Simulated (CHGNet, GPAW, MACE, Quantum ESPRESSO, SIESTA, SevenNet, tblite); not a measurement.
# What went wrong? SIESTA on void in BiTe (58 atoms)

Program: SIESTA 5.4.2, a calculation on a cell of 29 Bi and 29 Te, 37.4 Å³ an atom.

Input file input.fdf:

```
SystemLabel cell
NumberOfAtoms 60
NumberOfSpecies 2
%block ChemicalSpeciesLabel
  1 83 Bi
  2 52 Te
%endblock ChemicalSpeciesLabel
LatticeConstant 1.0 Ang
%block LatticeVectors
  12.94000 0.00000 0.00000
  0.00000 12.94000 0.00000
  0.00000 0.00000 12.94000
%endblock LatticeVectors
PAO.BasisSize DZP
PAO.EnergyShift 0.01 Ry
XC.Functional GGA
XC.Authors PBE
MeshCutoff 300 Ry
%block kgrid_Monkhorst_Pack
  1 0 0 0.0
  0 1 0 0.0
  0 0 1 0.0
%endblock kgrid_Monkhorst_Pack
SolutionMethod diagon
OccupationFunction FD
ElectronicTemperature 580 K
SCF.Mixer.Method Pulay
SCF.Mixer.Weight 0.05
SCF.Mixer.History 8
SCF.Mix Hamiltonian
MaxSCFIterations 60
SCF.DM.Tolerance 1e-04
SCF.H.Tolerance 1.0e-3 eV
WriteForces T
Write.HirshfeldPop T
Write.VoronoiPop T
Write.DM F
Write.H F
XML.Write F
AtomicCoordinatesFormat Fractional
%block AtomicCoordinatesAndAtomicSpecies
  0.00145 0.99854 0.99676 1
  0.25157 0.99731 0.99836 2
  0.99763 0.24989 0.24877 1
  0.25023 0.24882 0.25014 2
  0.24976 0.99911 0.25216 1
  0.00022 0.99917 0.24817 2
  0.24740 0.24955 0.99727 1
  0.00335 0.24999 0.99773 2
  0.00345 0.99915 0.49876 1
  0.25074 0.00079 0.50291 2
[... 44 atom lines left out ...]
  0.75024 0.75453 0.00406 1
  0.49799 0.74771 0.99698 2
  0.75077 0.75427 0.74982 2
  0.75244 0.50055 0.75195 1
%endblock AtomicCoordinatesAndAtomicSpecies
```

On the command line:

```console
OMP_NUM_THREADS=1 siesta < input.fdf > output.txt
```

The log of the run:

```text
Version         : 5.4.2
reinit: System Name:
reinit: System Label: cell
initatom: Reading input for the pseudopotentials and atomic orbitals ----------
Species number:   1 Atomic number:   83 Label: Bi
Species number:   2 Atomic number:   52 Label: Te
Ground state valence configuration (from tables):   6s02  6p03  6d00  5f00
Ground state valence configuration (from tables):   5s02  5p04  5d00  4f00
---- Processing specs for species: Bi
GGA--PBE XC_GGA_X_PBE--XC_GGA_C_PBE pb
Semicore shell(s) with 10 electrons included in the valence for Bi
---- Processing specs for species: Te
GGA--PBE XC_GGA_X_PBE--XC_GGA_C_PBE pb
Semicore shell(s) with 10 electrons included in the valence for Te
Semicore shell(s): 5d
Fallback to non-perturbative polarization scheme for Bi
Please see the manual if this is not desired in principle
Semicore shell(s): 4d
Fallback to non-perturbative polarization scheme for Te
Please see the manual if this is not desired in principle
Bi pseudopotential only contains V_ls up to l=2 -- lmxkb reset.
Te pseudopotential only contains V_ls up to l=2 -- lmxkb reset.
Using PAO.SplitTailNorm
%block ChemicalSpeciesLabel
    1   83 Bi                      # Species index, atomic number, species label
    2   52 Te                      # Species index, atomic number, species label
%endblock ChemicalSpeciesLabel
%block PAO.Basis                 # Define Basis set
Bi                    4                    # Species label, number of l-shells
 n=6   0   2                         # n, l, Nzeta
   5.149      3.703
   1.000      1.000
 n=6   1   2                         # n, l, Nzeta
   7.025      5.165
[...]
n=5   2   1                         # n, l, Nzeta
   3.455
   1.000
[...]
7.025
[...]
Te                    4                    # Species label, number of l-shells
[...]
6.342      4.603
   1.000      1.000
 n=4   2   1                         # n, l, Nzeta
[...]
n=5   2   1                         # n, l, Nzeta
   6.342
   1.000
%endblock PAO.Basis
coor:   Atomic-coordinates input format  =     Fractional
coor: ERROR in AtomicCoordinatesAndAtomicSpecies block
Stopping Program from Node:    0
coor: ERROR in AtomicCoordinatesAndAtomicSpecies block
Stopping Program from Node:    0
```

It took 0.68 s on 1 thread of Arm Neoverse V1, shared host; peak memory 0.1 GiB.

Banners, paths, timers and routine set-up lines are dropped from the logs unmarked, and long logs keep their key lines alone; longer cuts are marked.

**Question.** Which part of the input is at fault, and how is it mended?

A wrong count of atoms: NumberOfAtoms 58 written as NumberOfAtoms 60. Mend: write NumberOfAtoms 58 in place of NumberOfAtoms 60.

The program stopped at the start.

[Also dropped from logs without a mark: logging warnings of Python, and SIESTA's first energy breakdown and zero terms.]

[Logs are printed without paths, hosts, clocks, repeated set-up lines and the standing remarks that a program may print on its own settings, such as how far it seeks lower states.]

[Hosts, paths, dates, database ids (printed as entryN), source tags and the programs' standing remarks are cut or masked in the printed files.]
